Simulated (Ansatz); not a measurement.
# TePtS monolayer, Janus under biaxial strain in the plane of the sheet, part 2 of 2

Aim: how do the optical modes of TePtS monolayer, Janus shift and split under this strain?

Ansatz 0.2.0; DFT PBE, scalar-relativistic, plane waves, PAW; PAW set soft_1.

So far, highest optical mode at the zone centre (no LO-TO term) (cm⁻¹): step 5 (modes at rest) 285.

## (7) Modes of this member: biaxial strain of +5 % in the plane of the sheet

The zone-centre modes follow for biaxial strain of +5 % in the plane of the sheet.

The input, input.yaml:

```yaml
crystal:
  lattice:
    - [4.0012332126, 0.0, 0.0]
    - [-2.0006166063, 3.4651696085, 0.0]
    - [0.0, 0.0, 30.0]
  atoms:
    - { symbol: Pt, position: [0.0, 0.0, 0.3344740541] }
    - { symbol: S, position: [0.3333333333, 0.6666666667, 0.3713049395] }
    - { symbol: Te, position: [0.6666666667, 0.3333333333, 0.2908876728] }
  periodic: [true, true, false]
kpoints:
  mp_grid: { grid: [9, 9, 1] }
hamiltonian:
  xc: pbe
  pseudopotentials: { kind: paw, azcp: { folder: soft_1 } }
scf:
  occupations: { method: fixed }
output:
  eigenvalues: true
phonons:
  method: dfpt
```

On the command line:

```console
ansatz run input.yaml --threads 4 --pin off --max-ram 16384MiB --backend cpu --events-out ev --progress --plain --runs-dir out
```

Numbers of over 12 decimals in the logs are rounded to 6 here.

The log of the run:

```text
[...]
Crystal: 3 atoms, lattice volume = 415.949 Å³
Basis set: ecut = 420 eV, 8189 PW (Γ), exchange–correlation on 54×54×432 points (8 copies of the dense FFT grid, shifted against one another)
Bands: 24, of which v1, the nominal top of the filled ones, is band 20 counted from 1 (19 counted from 0)
Symmetry: 6 space group operations
k-points: 25 of 81 (irreducible under 2 space group operations, time reversal used)
[...]
SCF iter   1: F=—  HF=-20408.497605 eV  |F-HF|=—  |Δ(HF+E_count)|=         —  Δρ=3.04e-2  dr2=5.80e0  ethr=3.10e-3  ⟨swp⟩=7.7  Hψ=3149  notcnv=0  defer=50
[...]
SCF iter  16: F=-20407.499684 eV  HF=-20407.499684 eV  |F-HF|=8.73e-11  |Δ(HF+E_count)|=  3.64e-11  Δρ=2.03e-8  dr2=1.90e-12  ethr=1.00e-12  ⟨swp⟩=24.7  Hψ=6355  notcnv=0
SCF 1 converged in 16 iterations: F = -20407.499684 eV  dr2 = 1.90e-12
[...]
SCF converged after 16 iterations
Free energy (F): -20407.499684 eV
[...]
Internal energy: -20407.499684 eV  (E = F + TS)
E sigma→0 (E₀):  -20407.499684 eV
Fermi energy:    -5.492948 eV
[...]
--- Band table (eV; the first three rows and the last of 25) ---
  k-point 0: bands = [... 16 lower, -6.8632, -5.9665, -5.9598, -5.9598, -3.0960, -3.0960, -1.7444, -0.6415]
  k-point 1: bands = [... 16 lower, -7.2169, -6.1198, -6.0250, -5.7377, -3.7325, -3.2465, -1.4215, -0.4534]
  k-point 2: bands = [... 16 lower, -7.7420, -6.4012, -6.3481, -5.4929, -4.5862, -3.4014, -0.7795, -0.7610]
  k-point 24: bands = [... 16 lower, -8.1384, -7.1919, -7.1074, -5.8864, -4.2995, -3.9110, -0.5887, 0.3910]
[...]
ASR residual: 3.066e-5 → 0.000e0 eV/Å²; symmetrization residual: 1.201e-5 eV/Å²
  ASR residual per site (eV/Å²): 3.02e-5 3.07e-5 2.21e-5
  Γ frequencies (cm⁻¹): 0.00 0.00 0.00 159.16 159.16 172.16 201.90 201.90 260.16
[...]
```

Elapsed: 66 s, on 4 threads of Arm Neoverse V1, shared host; peak memory 1.3 GiB.

This step gave:

```
sum-rule residual before enforcement                    : 3.07e-5 eV/Å²
highest optical mode at the zone centre (no LO-TO term) : 260.2 cm⁻¹
lowest optical zone-centre mode                         : 159.2 cm⁻¹
```

Without the LO-TO term. Patterns of degenerate modes are one choice out of their space. Modes at Γ, with each element's share of the kinetic energy:

```tsv
mode	frequency (cm⁻¹)	symmetry	Pt %	S %	Te %
1	0.0	acoustic	55	9	36
2	0.0	acoustic	55	9	36
3	0.0	acoustic	55	9	36
4	159.2	E	32	4	64
5	159.2	E	32	4	64
6	172.2	A1	31	5	64
7	201.9	E	13	87	0
8	201.9	E	13	87	0
9	260.2	A1	14	86	0
```

The lowest optical mode is real, 159 cm⁻¹, and the highest lies at 260.2 cm⁻¹.

For the highest optical mode at the zone centre (no LO-TO term), step 5 gave 285 cm⁻¹; this run, with strain 5 %, gives 260 cm⁻¹ (-9 %).

## (8) A member of the series: biaxial strain of -3 % in the plane of the sheet

The cell takes a biaxial strain of -3 % in the plane of the sheet. The cell is held, and the atoms relax in it.

The input, input.yaml:

```yaml
crystal:
  lattice:
    - [3.6963773488, 0.0, 0.0]
    - [-1.8481886744, 3.2011566861, 0.0]
    - [0.0, 0.0, 30.0]
  atoms:
    - { symbol: Pt, position: [0.0, 0.0, 0.335226562] }
    - { symbol: S, position: [0.3333333333, 0.6666666667, 0.3759096387] }
    - { symbol: Te, position: [0.6666666667, 0.3333333333, 0.2855304659] }
  periodic: [true, true, false]
kpoints:
  mp_grid: { grid: [9, 9, 1] }
hamiltonian:
  xc: pbe
  pseudopotentials: { kind: paw, azcp: { folder: soft_1 } }
scf:
  occupations: { method: gaussian, width: 0.02 }
output:
  forces: true
  stress: true
  eigenvalues: true
relax:
  adjacent_minimum: "off"
  f_tol: 0.001
  max_steps: 60
```

The log of the run:

```text
[...]
Crystal: 3 atoms, lattice volume = 354.980 Å³
Basis set: ecut = 420 eV, 6977 PW (Γ), exchange–correlation on 50×50×432 points (8 copies of the dense FFT grid, shifted against one another)
Bands: 24, of which v1, the nominal top of the filled ones, is band 20 counted from 1 (19 counted from 0)
Symmetry: 6 space group operations
[...]
--- Relaxed structure (6 steps of the walk, 5 accepted, 0 SCFs on fresh bases) ---
  F+E_penalty+E_count = -20407.59136425 eV   max|allowed force component| = 5.847e-5 eV/Å
  cell:  # Å, volume = 354.9805 Å³
    - [3.696377, 0.0, 0.0]
    - [-1.848189, 3.201157, 0.0]
    - [0.0, 0.0, 30.0]
  atoms:
    - { symbol: Pt, position: [2.110845839102635e-19, 0, 0.335367] }
    - { symbol: S, position: [0.333333, 0.666667, 0.376607] }
    - { symbol: Te, position: [0.666667, 0.333333, 0.284693] }
[key lines of the parts left out:]
SCF converged after 3 iterations
Free energy (F): -20407.591364 eV
Fermi energy:    -5.005033 eV
P = ½ c Tr σ = 2.6025 N/m
```

Run time: 19 s. Hardware: 4 threads; peak memory 0.66 GiB.

The steps of the relaxation:

```tsv
step	energy less that of the first step (eV)	largest force component (eV/Å)
1	0.0000	0.3180
2	0.0045	0.4172
3	-0.0064	0.0117
4	-0.0064	0.0089
5	-0.0064	0.0001
6	-0.0064	0.0001
```

Relaxation step 2 was tried and not accepted.

Forces are held to the 6 operations that the run works with; a distortion that breaks them can't arise in this run.

The atoms that moved most (Å):

```tsv
atom	dx	dy	dz	length
Te3	0.000	0.000	-0.025	0.025
S2	0.000	0.000	0.021	0.021
```

Final coordinates:

```xyz
3
Lattice="3.6964 0.0000 0.0000 -1.8482 3.2012 0.0000 0.0000 0.0000 30.0000" Properties=species:S:1:pos:R:3
Pt    0.0000    0.0000   10.0610
S     0.0000    2.1341   11.2982
Te    1.8482    1.0671    8.5408
```

This step gave:

```
gap on the k-mesh : 0.6832 eV
area per atom     : 3.944 Å²
```

The largest force component left is 0.058 meV/Å.

## (9) Modes of this member: biaxial strain of -3 % in the plane of the sheet

The zone-centre modes follow for biaxial strain of -3 % in the plane of the sheet.

input.yaml, the sections that differ from step 8:

```yaml
crystal:
  lattice:
    - [3.6963773488, 0.0, 0.0]
    - [-1.8481886744, 3.2011566861, 0.0]
    - [0.0, 0.0, 30.0]
  atoms:
    - { symbol: Pt, position: [0.0, 0.0, 0.335367119] }
    - { symbol: S, position: [0.3333333333, 0.6666666667, 0.3766069321] }
    - { symbol: Te, position: [0.6666666667, 0.3333333333, 0.2846926155] }
  periodic: [true, true, false]
scf:
  occupations: { method: fixed }
output:
  eigenvalues: true
phonons:
  method: dfpt
# kpoints, hamiltonian: as in step 8
# relax: removed
```

The log of the run:

```text
[...]
Crystal: 3 atoms, lattice volume = 354.980 Å³
Basis set: ecut = 420 eV, 6977 PW (Γ), exchange–correlation on 50×50×432 points (8 copies of the dense FFT grid, shifted against one another)
Bands: 24, of which v1, the nominal top of the filled ones, is band 20 counted from 1 (19 counted from 0)
Symmetry: 6 space group operations
k-points: 25 of 81 (irreducible under 2 space group operations, time reversal used)
[...]
k-point 2: bands = [... 16 lower, -7.8896, -6.3620, -5.6697, -5.6610, -4.2790, -2.9889, -0.6811, -0.0014]
  k-point 24: bands = [... 16 lower, -7.8497, -7.3389, -6.9997, -5.8535, -4.4387, -3.4144, -0.1197, 0.6352]
  ° read free of the cell's end (the report's vacuum.weakly_bound_levels)
[...]
ASR residual: 7.281e-5 → 0.000e0 eV/Å²; symmetrization residual: 1.289e-5 eV/Å²
  ASR residual per site (eV/Å²): 7.28e-5 4.21e-5 5.65e-5
  Γ frequencies (cm⁻¹): 0.00 0.00 0.00 166.76 166.76 176.33 260.03 260.03 297.02
[...]
[key lines of the parts left out:]
SCF converged after 15 iterations
Free energy (F): -20407.591364 eV
Fermi energy:    -5.346643 eV
```

It took 54 s on 4 threads; peak memory 1.2 GiB.

Numbers from this step:

* sum-rule residual before enforcement: 7.28e-5 eV/Å²
* highest optical mode at the zone centre (no LO-TO term): 297.0 cm⁻¹
* lowest optical zone-centre mode: 166.8 cm⁻¹

Without the LO-TO term. Patterns of degenerate modes are one choice out of their space. Modes at Γ, with each element's share of the kinetic energy:

```tsv
mode	frequency (cm⁻¹)	symmetry	Pt %	S %	Te %
1	0.0	acoustic	55	9	36
2	0.0	acoustic	55	9	36
3	0.0	acoustic	55	9	36
4	166.8	E	26	11	63
5	166.8	E	26	11	63
6	176.3	A1	33	3	64
7	260.0	E	19	80	1
8	260.0	E	19	80	1
9	297.0	A1	12	88	0
```

The lowest optical mode is real, 167 cm⁻¹, and the highest lies at 297.0 cm⁻¹.

Between step 5 and this run (strain -3 %) the value for the highest optical mode at the zone centre (no LO-TO term) moves from 285 cm⁻¹ to 297 cm⁻¹ (+4 %).

## (10) All members side by side

The members are set side by side, also those not shown above.

Energies are extrapolated to zero smearing, and E0 is that at rest; the cell is clamped and the atoms are relaxed. State of the crystal along the series:

```tsv
strain (%)	E - E0 (meV/atom)	gap on mesh (eV)
-3	19.65	0.6832
-2	8.681	0.791
-1	2.151	0.8686
0	0	0.8926
1	2.115	0.9119
2	8.363	0.9288
3	18.59	0.9447
4	32.6	0.9546
5	50.21	0.9067
```

Optical modes are counted from below at rest and tracked from member to member by their patterns, and modes that stay within 0.3 cm⁻¹ of each other stand once; labels, where given, are those at rest; the cell is clamped and the atoms are relaxed. Optical modes along the series:

```tsv
strain (%)	optical mode 1 E (cm⁻¹)	optical mode 2 A1 (cm⁻¹)	optical mode 3 E (cm⁻¹)	optical mode 4 A1 (cm⁻¹)
-3	166.8	176.3	260	297
-2	167.4	177.3	254.1	293.3
-1	167.5	177.8	247.7	289.4
0	167.2	177.9	240.8	285.3
1	166.5	177.6	233.6	280.8
2	165.3	176.8	226	276.1
3	163.7	175.7	218.1	271
4	161.7	174.1	210.1	265.7
5	159.2	172.2	201.9	260.2
```

Value and slope at zero strain of a cubic (a lower polynomial where under five rows exist) through the rows within 2 % of rest. Slopes at rest:

```tsv
mode	frequency (cm⁻¹)	shift per percent of strain (cm⁻¹)
optical mode 1 E	167.2	-0.51
optical mode 2 A1	177.9	-0.1
optical mode 3 E	240.8	-7.06
optical mode 4 A1	285.3	-4.3
```

## (11) Summary of results

```
members                                                          : 9
highest optical mode at the zone centre (no LO-TO term), at rest : 285.3 cm⁻¹
optical mode 1 E, shift per percent                              : -0.51 cm⁻¹
optical mode 2 A1, shift per percent                             : -0.10 cm⁻¹
optical mode 3 E, shift per percent                              : -7.06 cm⁻¹
optical mode 4 A1, shift per percent                             : -4.30 cm⁻¹
```

What this shows: Within 2 % of rest optical mode 1 E and optical mode 2 A1 bend away from a straight line, so a single slope holds only near rest. The fastest shift in the table of slopes is -7.1 cm⁻¹ for each percent (optical mode 3 E). These are harmonic frequencies at zero temperature: anharmonic shifts, linewidths and thermal expansion are left out. Spin-orbit coupling is left out, which can matter for the heavy elements here. The starting cell was built on a prototype and not taken from a measurement. Only the zone centre was solved, so an instability at another wavevector cannot show here. In a sheet the LO-TO splitting vanishes at the zone centre, so no such term is missing here.

[Logs are printed without paths, hosts, clocks, repeated set-up lines and the standing remarks that a program may print on its own settings, such as how far it seeks lower states.]

[Hosts, paths, dates, database ids (printed as entryN), source tags and the programs' standing remarks are cut or masked in the printed files.]
